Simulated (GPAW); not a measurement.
## Ga2AsP (R3m): G0W0 with GPAW, start to end

Wanted: ground state, empty states, screening and self-energy for Ga2AsP (R3m).

Main program and level: GPAW 26.7.0; LDA and many-body steps on it, plane waves.

## 1. Starting point

It takes space group R3m (No. 160, trigonal). Conventional cell: a = 3.930 Å, b = 3.930 Å, c = 19.252 Å, α = 90.00°, β = 90.00°, γ = 120.00°. Nearest to Ga lie 3 P at 2.39 Å and 1 As at 2.45 Å. Nearest to Ga lie 1 P at 2.36 Å and 3 As at 2.42 Å. Nearest to P lie 4 Ga at 2.36 to 2.39 Å. Nearest to As lie 4 Ga at 2.42 to 2.45 Å. Farther neighbours are not listed.

The cell and positions are those that the Materials Project relaxed with its own functionals (PBE, PBE+U or r2SCAN), kept fixed.

## 2. Ground state

This step: GPAW 26.7.0; DFT, LDA, plane waves, PAW.

The ground-state density comes first.

run.py

```python
import json
import numpy as np
from gpaw.mpi import world
from ase import Atoms
from gpaw import GPAW, PW, FermiDirac

atoms = Atoms(['Ga', 'Ga', 'P', 'As'],
    cell=[[1.9651094380, 1.1345564630, 6.4172648725],
      [-1.9651094380, 1.1345564630, 6.4172648725],
      [0.0000000000, -2.2691129261, 6.4172648725]],
    scaled_positions=[[0.9975557000, 0.9975557000, 0.9975557000],
      [0.5024910400, 0.5024910400, 0.5024910400],
      [0.6250000000, 0.6250000000, 0.6250000000],
      [0.1249334700, 0.1249334700, 0.1249334700]],
    pbc=(True, True, True))
calc = GPAW(mode=PW(450),
    xc='LDA',
    kpts={'size': (8, 8, 8), 'gamma': True},
    occupations=FermiDirac(0.001),
    nbands=-8,
    convergence={'density': 1e-6, 'bands': -3},
    maxiter=100,
    txt='gs.txt')
atoms.calc = calc
res = {'energy': atoms.get_potential_energy()}
kpts = calc.get_ibz_k_points()
res['kpts'] = kpts
res['eigenvalues'] = [calc.get_eigenvalues(kpt=k) for k in range(len(kpts))]
res['n_electrons'] = calc.get_number_of_electrons()
calc.write('gs.gpw')

if world.rank == 0:
    with open('result.json', 'w') as f:
        json.dump(res, f, default=lambda x: x.tolist())
```

Run with:

```sh
> mpirun -n 4 gpaw python run.py
```

Numbers of over 12 decimals in the logs are rounded to 6 here.

The program printed:

```text
__  _  _
 | _ |_)|_||  |
 |__||  | ||/\| - 26.7.0

Input parameters:
  mode=PW(ecut=450.000000),
  convergence={'density': 1e-06, 'bands': -3},
  kpts=MonkhorstPack(size=(8, 8, 8), gamma=True),
  maxiter=100,
  nbands=-8,
  occupations=Occupations(name='fermi-dirac', width=0.001, fixmagmom=False),
  xc=XC(name='LDA')
  [... matrices ...]
Diagonalizing LCAO Hamiltonian
Converting LCAO to pw mode

       Ga

       P

       Ga

       As

Atoms  # Å, Bohr magnetons
|   | symbol |         x |         y |         z |    initial magnetic moments |
| 0 |     Ga | -0.000000 | -0.000000 | 19.204737 | ( 0.0000,  0.0000,  0.0000) |
| 1 |     Ga |  0.000000 | -0.000000 |  9.673854 | ( 0.0000,  0.0000,  0.0000) |
| 2 |      P | -0.000000 | -0.000000 | 12.032372 | ( 0.0000,  0.0000,  0.0000) |
| 3 |     As |  0.000000 | -0.000000 |  2.405194 | ( 0.0000,  0.0000,  0.0000) |

Unit cell  # Å
| periodic |         x |         y |        z |  lengths |    angles |
|      yes |  1.965109 |  1.134556 | 6.417265 | 6.806626 | 33.560926 |
|      yes | -1.965109 |  1.134556 | 6.417265 | 6.806626 | 33.560926 |
|      yes |  0.000000 | -2.269113 | 6.417265 | 6.806626 | 33.560926 |

Number of symmetries: 6
Symmetry operations  # r_c * U_cc + t_c -> r_c
|   | kind |            matrix            |
| 0 |  E   |  1, 0, 0,  0, 1, 0,  0, 0, 1 |
| 1 |  σ   |  1, 0, 0,  0, 0, 1,  0, 1, 0 |
| 2 |  σ   |  0, 1, 0,  1, 0, 0,  0, 0, 1 |
| 3 |  C3  |  0, 1, 0,  0, 0, 1,  1, 0, 0 |
| 4 |  C3  |  0, 0, 1,  1, 0, 0,  0, 1, 0 |
| 5 |  σ   |  0, 0, 1,  0, 1, 0,  1, 0, 0 |

BZ-sampling:
  Number of BZ points: 512
  Number of IBZ points: 65

  Monkhorst-Pack size: [8, 8, 8]
  Monkhorst-Pack shift: [0.0625, 0.0625, 0.0625]

K-points  # in reciprocal-cell coordinates
|     |                                coordinates |     weight |
|   0 | (  0.00000000,   0.00000000,   0.00000000) | 0.00195312 |
|   1 | (  0.12500000,   0.00000000,  -0.12500000) | 0.01171875 |
|   2 | (  0.12500000,   0.00000000,   0.00000000) | 0.01171875 |
|   3 | (  0.12500000,   0.12500000,  -0.12500000) | 0.01171875 |
|   4 | (  0.12500000,   0.12500000,   0.00000000) | 0.01171875 |
|   5 | (  0.12500000,   0.12500000,   0.12500000) | 0.00390625 |
|   6 | (  0.25000000,  -0.12500000,  -0.12500000) | 0.01171875 |
|   7 | (  0.25000000,   0.00000000,  -0.25000000) | 0.01171875 |
|   8 | (  0.25000000,   0.00000000,  -0.12500000) | 0.02343750 |
|   9 | (  0.25000000,   0.00000000,   0.00000000) | 0.01171875 |
| ... |                                            |            |
|  64 | (  0.50000000,   0.50000000,   0.50000000) | 0.00195312 |

Plane wave coefficients: 1876
Cutoff: 450.000000 eV

Spin-components: 1 (collinear spins)
Bands:           16
Projectors:      20
Spin-degeneracy: 2
Datatype:        complex128

  Storage: CPU
  Wave functions: 30_833_920 bytes (7_708_480 per core)
  Projectors: 53_959_360 bytes (13_489_840 per core)
  [... matrices ...]
Parallelization:
  kpt:    4
  domain: 1
  band:   1

Density:
  Valence electrons: 16.0
  Components: 1
  Grid points: [35 35 35]
  Charge: 0.0  # |e|

Potential:
  Grid points: [35 35 35]

species:
  Ga:
    name:    Gallium
    Z:       31.0
    valence: 3
    core:    28
    charge:  0.0  # [|e|]
    compensation charges:
      type: gauss
      rc: 0.37  # [Å]
      lmax: 2
    cutoffs:
      filter: 2.06  # [Å]
      core: 4.17  # [Å]
    projectors
    | kind |    occ | energy [eV] | rcut [Å] |
    |   4s |  2.000 |      -9.167 |    1.164 |
    |   4p |  1.000 |      -2.734 |    1.164 |
    |    s |        |      18.045 |    1.164 |
    |    p |        |      24.478 |    1.164 |
    |    d |        |       0.000 |    1.164 |

    Using partial waves for Ga as LCAO basis

  P:
    name:    Phosphorus
    Z:       15.0
    valence: 5
    core:    10
    charge:  0.0  # [|e|]
    compensation charges:
      type: gauss
      rc: 0.30  # [Å]
      lmax: 2
    cutoffs:
      filter: 1.69  # [Å]
      core: 1.81  # [Å]
    projectors
    | kind |    occ | energy [eV] | rcut [Å] |
    |   3s |  2.000 |     -14.015 |    0.953 |
    |   3p |  3.000 |      -5.596 |    0.953 |
    |    s |        |      13.197 |    0.953 |
    |    p |        |      21.615 |    0.953 |
    |    d |        |       0.000 |    0.953 |

    Using partial waves for P as LCAO basis

  As:
    name:    Arsenic
    Z:       33.0
    valence: 5
    core:    28
    charge:  0.0  # [|e|]
    compensation charges:
      type: gauss
      rc: 0.33  # [Å]
      lmax: 2
    cutoffs:
      filter: 1.87  # [Å]
      core: 2.96  # [Å]
    projectors
    | kind |    occ | energy [eV] | rcut [Å] |
    |   4s |  2.000 |     -14.691 |    1.058 |
    |   4p |  3.000 |      -5.342 |    1.058 |
    |    s |        |      12.520 |    1.058 |
    |    p |        |      21.869 |    1.058 |
    |    d |        |       0.000 |    1.058 |

    Using partial waves for As as LCAO basis

Reference energy: -176308.625837  # eV

eigensolver:
  PPCG
  Converge bands: -3
  niter=2

density mixing:
  MSR1-Mixer
  Pratt-step length: 0.05
  Maximum mixing coefficient: 0.75
  Old densities: 10
  SVD Regularization: 0.005
  Good broyden scale: 1.0
  Trust region scale: 1.0
  Backstep threshold: 4.0
  History deletion threshold: 6.0
  Fourier metric: weight=20.0, sigma=0.015

occupation numbers:
  Fermi-Dirac:
    width: 0.0010  # eV

poisson solver:
  ecut: 3600.000000  # eV

xc functional:
  name: None

Initialization done in: 1.304 s

convergence criteria:
- Maximum integral of absolute [dens]ity change: 1e-06 electrons / valence electron
- Maximum [total energy] change in last 3 cyles: 0.0005 eV / valence electron
- Maximum integral of absolute [eigenst]ate change: 4e-08 eV^2 / valence electron
maximum number of iterations: 100

SCF iterations
|iter     |     time |      energy | eigst |  dens |
|iter:   1|  |  -20.286580 | +0.60 |       |
|iter:   2|  |  -20.231019 | -1.19 | -0.87 |
|iter:   3|  |  -19.944627 | -1.64 | -0.91 |
|iter:   4|  |  -19.939543 | -3.09 | -1.54 |
|iter:   5|  |  -19.939323c| -3.81 | -2.12 |
|iter:   6|  |  -19.939242c| -4.51 | -2.68 |
|iter:   7|  |  -19.939242c| -5.67 | -3.00 |
|iter:   8|  |  -19.939242c| -7.28 | -3.86 |
|iter:   9|  |  -19.939242c| -7.82c| -4.47 |
|iter:  10|  |  -19.939242c| -8.60c| -5.36 |
|iter:  11|  |  -19.939242c| -9.20c| -5.76 |
|iter:  12|  |  -19.939242c| -9.77c| -6.24c|

Converged in 12 steps
SCF loop duration: 17.616 s (1.468 s/step)
Energy contributions relative to reference atoms: (reference = -176308.625837)
  [... matrices ...]
Energy contributions:
  Kinetic:          49.989483
  Coulomb:         -44.510997
  Zero:              0.033542
  External:          0.000000
  Xc:              -25.451270
  Entropy:          -0.000000
  Spinorbit:         0.000000
  ----------------------------
  Free energy:     -19.939242
  Extrapolated:    -19.939242

dipole moment: (0.000000, -0.000000, 19.045616)  # |e|*Ang

Fermi level: 4.841
Eigenvalues  # (at kpt = [0.000, 0.000, 0.000])
| band index |      eig [eV] | occ [0-2] |
|          0 |        -7.982 |     2.000 |
|          1 |        -6.168 |     2.000 |
|          2 |        -2.031 |     2.000 |
|          3 |         3.427 |     2.000 |
|          4 |         3.427 |     2.000 |
|          5 |         4.614 |     2.000 |
|          6 |         4.718 |     2.000 |
|          7 |         4.718 |     2.000 |
|          8 |         5.581 |     0.000 |
|          9 |         5.858 |     0.000 |
|         10 |         8.354 |     0.000 |
|         11 |         8.354 |     0.000 |
|         12 |         8.452 |     0.000 |
|         13 |         9.325 |     0.000 |
|         14 |         9.325 |     0.000 |
|         15 |        12.437 |     0.000 |

Gap: 0.863 eV
Transition (v -> c):
  (s=0, k=0, n=7, [0.00, 0.00, 0.00]) -> (s=0, k=0, n=8, [0.00, 0.00, 0.00])
No difference between direct/indirect transitions
# Writing to gs.gpw (mode='')
  [... matrices ...]
```

Run time: 20 s. Hardware: 4 MPI ranks of Arm Neoverse V2, shared host; peak memory 0.85 GiB.

Numbers from this step:

- total energy: -19.94 eV
- gap: 0.8630 eV
- k of the valence top: 0, 0, 0
- k of the conduction bottom: 0, 0, 0
- least direct gap: 0.8630 eV

The gap is direct, at Γ.

## 3. Empty states on the mesh, 4×4×4 mesh, 204 bands

The sums over transitions need many empty states on a uniform mesh; this step solves for them.

run.py

```python
import json
import numpy as np
from gpaw.mpi import world
from gpaw import GPAW

calc = GPAW('gs.gpw').fixed_density(kpts={'size': (4, 4, 4), 'gamma': True},
    parallel={'domain': 1, 'band': 1},
    txt='nscf.txt')
calc.diagonalize_full_hamiltonian(nbands=204)
calc.write('full.gpw', mode='all')
res = {}
kpts = calc.get_ibz_k_points()
res['kpts'] = kpts
res['eigenvalues'] = [calc.get_eigenvalues(kpt=k) for k in range(len(kpts))]
res['n_electrons'] = calc.get_number_of_electrons()

if world.rank == 0:
    with open('result.json', 'w') as f:
        json.dump(res, f, default=lambda x: x.tolist())
```

Run with:

```sh
> mpirun -n 4 gpaw python run.py
```

The program printed:

```text
Diagonalizing LCAO Hamiltonian
Converting LCAO to pw mode
convergence criteria:
- Maximum integral of absolute [eigenst]ate change: 4e-08 eV^2 / valence electron
maximum number of iterations: 100

SCF iterations
|iter     |     time |      energy | eigst |  dens |
|iter:   1|  |             | +0.58 |       |
|iter:   2|  |             | -1.18 |       |
|iter:   3|  |             | -2.59 |       |
|iter:   4|  |             | -3.91 |       |
|iter:   5|  |             | -5.03 |       |
|iter:   6|  |             | -6.25 |       |
|iter:   7|  |             | -7.27 |       |
|iter:   8|  |             | -7.87c|       |
SCF steps: 8
  __  _  _
 | _ |_)|_||  |
 |__||  | ||/\| - 26.7.0

Input parameters:
  mode=PW(ecut=450.000000),
  convergence={'density': 1e-06, 'bands': -3},
  gpts=array([35, 35, 35]),
  kpts=MonkhorstPack(size=(4, 4, 4), gamma=True),
  maxiter=100,
  nbands=16,
  occupations=Occupations(name='fermi-dirac', width=0.001, fixmagmom=False),
  parallel={'domain': 1, 'band': 1},
  xc=XC(name='LDA')
Matrix size: 1867x1867
# Writing to full.gpw (mode='all')
  [... matrices ...]

timing:  # [seconds]
  Total: 27.425  # ━━━━━━━━━━━━━━━━━━━━━━━━━━━━━━━━━━━━━━━━━━━━━━━━━━━━━━━━━━
```

Run time: 33 s. Hardware: 4 MPI ranks; peak memory 2 GiB; 2.2 min of CPU time.

Numbers from this step:

```
gap                                                           : 0.8630 eV
k of the valence top                                          : 0, 0, 0
k of the conduction bottom                                    : 0, 0, 0
least direct gap                                              : 0.8630 eV
k points computed                                             : 13
lowest point of the top converged band, above the valence top : 90.1694 eV
```

On this mesh the gap is 0.863 eV.

## 4. Screening and self-energy, 4×4×4 mesh, 90 bands, screening to 60 eV

Now the one-shot GW correction: screening in the RPA, then the self-energy of the levels asked for.

This step: G0W0 on LDA, plane waves, PAW.

run.py

```python
import json
import numpy as np
from gpaw.mpi import world
from gpaw.response.g0w0 import G0W0

gw = G0W0('full.gpw',
    filename='gw',
    kpts=[0],
    bands=(6, 10),
    ecut=60,
    nbands=90,
    integrate_gamma='WS',
    ppa=True)
gw.calculate()
res = {mode: {k: v for k, v in r.items() if k != 'sigma_eskwn'}
       for mode, r in gw.all_results.items()}

if world.rank == 0:
    with open('result.json', 'w') as f:
        json.dump(res, f, default=lambda x: x.tolist())
```

Run with:

```sh
> mpirun -n 4 gpaw python run.py
```

The program printed:

```text
Using integrator: PointIntegrator
FrequencyGridDescriptor(from 0.000+0.000j to 0.000+27.211j eV, 2 points)
Nonperiodic BCs:  [False False False]
Using integrator: PointIntegrator
FrequencyGridDescriptor(from 0.000+0.000j to 0.000+27.211j eV, 2 points)
Nonperiodic BCs:  [False False False]
  ___  _ _ _
 |   || | | |
 | | || | | |
 |__ ||_____|
 |___|

BZ k-points: Symmetries present (total): 6

  [... matrices ...]
64 k-points: 4 x 4 x 4 Monkhorst-Pack grid + [1/8,1/8,1/8]
13 k-points in the irreducible part of the Brillouin zone
       k-points in crystal coordinates                weights
   0:     0.00000000    0.00000000    0.00000000          1/64
   1:     0.25000000    0.00000000   -0.25000000          6/64
   2:     0.25000000    0.00000000    0.00000000          6/64
   3:     0.25000000    0.25000000   -0.25000000          6/64
   4:     0.25000000    0.25000000    0.00000000          6/64
   5:     0.25000000    0.25000000    0.25000000          2/64
   6:     0.50000000    0.00000000    0.00000000          3/64
   7:     0.50000000    0.25000000   -0.25000000          6/64
   8:     0.50000000    0.25000000    0.00000000         12/64
   9:     0.50000000    0.25000000    0.25000000          6/64
          ...
  12:     0.50000000    0.50000000    0.50000000          1/64

Distributing spins, k-points and bands (1 x 1 x 4) over 4 processes
Number of blocks: 1

Quasi particle states:
k-points (IBZ indices): [0]
Band range: (6, 10)
  [... matrices ...]
Computational parameters:
Plane wave cut-off: 60 eV
Number of bands: 90
Coulomb cutoff: None
Broadening: 0.1 eV

fxc modes: GW
Kernel: RPA
Using Godby-Needs plasmon-pole approximation:
  Fitting energy: i*E0, E0 = 1.000 Hartree
Summing all q:

Calculating screened Coulomb potential
No Coulomb truncation
FrequencyGridDescriptor(from 0.000+0.000j to 0.000+27.211j eV, 2 points)
Removing empty qpoint cache files...

Calculating chi0 body with:
    Ground state adapter containing:
    Number of spins: 1
    Number of kpoints: 64
    Number of irreducible kpoints: 13
    Number of completely occupied states: 8
    Number of partially occupied states: 8
    Occupied states memory: 5.233765 M / cpu

    Linear response parametrization:
    q_c: [0.0, 0.0, 0.0]
    Number of frequency points: 2
    Planewave cutoff: 60.0
    Number of bands: 90
    Number of planewaves: 99
    Broadening (eta): 1e-06
    comm.size: 4
    kncomm.size: 4
    blockcomm.size: 1

    Memory estimate of potentially large arrays:
        chi0_wGG: 0.299103 M / cpu
Integrating chi0 body.

Symmetries of q_c:
    Direct symmetries (Uq -> q): 6
    Indirect symmetries (TUq -> q): 6
In total 12 allowed symmetries.

  [... matrices ...]
13 groups of equivalent kpoints. 79.6875% reduction.

Integral kind: response function
Integrating chi0 head and wings.

Symmetries of q_c:
    Direct symmetries (Uq -> q): 6
    Indirect symmetries (TUq -> q): 6
In total 12 allowed symmetries.

  [... matrices ...]
13 groups of equivalent kpoints. 79.6875% reduction.

Integral kind: response function wings

Calculating chi0 body with:
    Ground state adapter containing:
    Number of spins: 1
    Number of kpoints: 64
    Number of irreducible kpoints: 13
    Number of completely occupied states: 8
    Number of partially occupied states: 8
    Occupied states memory: 5.233765 M / cpu

[... the further q-points ...]

Results:
f:      Occupation numbers
eps:     KS-eigenvalues [eV]
vxc:     KS vxc [eV]
exx:     Exact exchange [eV]
sigma:   Self-energies [eV]
dsigma:  Self-energy derivatives
Z:       Renormalization factors
qp:      QP-energies [eV]

k-point 0 (0): (0.000, 0.000, 0.000)                GW
band       f     eps     vxc     exx   sigma  dsigma       Z      qp
                                                                   GW
   6   1.000   4.718 -15.170 -16.534   1.484  -0.273   0.786   4.812
   7   1.000   4.718 -15.170 -16.534   1.484  -0.273   0.786   4.812
   8   0.000   5.581 -15.727 -11.170  -3.085  -0.265   0.791   6.745
   9   0.000   5.858 -14.319  -9.770  -3.229  -0.256   0.796   6.910
```

Wall time 69 s (4 MPI ranks); peak memory 1.5 GiB.

This step gave:

```yaml
g0w0_gap_on_the_points_computed: 1.933 eV
least_direct_g0w0_gap_on_the_computed_points: 1.933 eV
z_at_the_valence_top: 0.7857
z_at_the_conduction_bottom: 0.7907
starting_gap_on_the_mesh: 0.8630 eV
k_of_the_valence_top: 0, 0, 0
k_of_the_conduction_bottom: 0, 0, 0
```

The gap on the mesh goes from 0.86 eV to 1.93 eV, a correction of +1.07 eV.

Limits: finite bands, cutoff and mesh; no spin-orbit coupling. v1 is the top filled band, c1 the lowest empty one. The levels before and after the correction (eV, zero at the valence-band top of each column):

```tsv
	conduction bottom	valence top
Kohn-Sham	0.86	0.00
G0W0	1.93	0.00
```

```tsv
	level	energy (eV)
Kohn-Sham	Γ v2-v1	0.000
Kohn-Sham	Γ c1	0.863
Kohn-Sham	Γ c2	1.140
G0W0	Γ v2-v1	0.000
G0W0	Γ c1	1.933
G0W0	Γ c2	2.098
```

## 5. Where the time went

Times are wall times on 4 MPI ranks of Arm Neoverse V2, shared host, good to a factor of about two.

```tsv
step	time	share	memory (GiB)
ground state	20 s	17 %	0.85
empty states on the mesh	33 s	27 %	2.0
screening and self-energy	69 s	57 %	1.5
```

## 6. What came out

| Property | Result |
| --- | --- |
| LDA gap | 0.86 eV, direct |
| G0W0 gap on the mesh | 1.93 eV |
| GW settings | 4×4×4 mesh, 90 bands, screening to 60 eV, Godby-Needs plasmon pole |
| known limits | not at the basis limit; no spin-orbit coupling |

What this shows: G0W0 moves the gap on the mesh from 0.86 eV to 1.93 eV (+1.07 eV), with Z of 0.79 and 0.79 at the edges. Only 1 of the mesh's irreducible points was corrected, so a valley elsewhere could overtake. The dearest step here is «screening and self-energy». Bands and cutoff are finite, so the gap is not at the basis limit. The miss can reach some tenths of an eV and take either sign; the mesh is an error of its own. These stock PAW sets were not made for GW; the filled d or f shell of As and Ga lies in the frozen core, which bears on start and correction. In the G0W0 run levels were corrected at 1 k point alone, so a gap called «on the mesh» is the least over those, and an edge elsewhere would be missed. The many-body steps are scalar-relativistic: spin-orbit coupling is not in them.

[Paths, hosts, dates, memory and timing lines, banners, echoed tables and standing remarks are left out of the program output.]

[Logs are printed without paths, hosts, clocks, repeated set-up lines and the standing remarks that a program may print on its own settings, such as how far it seeks lower states.]

[Runs of the session that timed out or met a known fault of the program may be left out.]

[Hosts, paths, dates, database ids (printed as entryN), source tags and the programs' standing remarks are cut or masked in the printed files.]
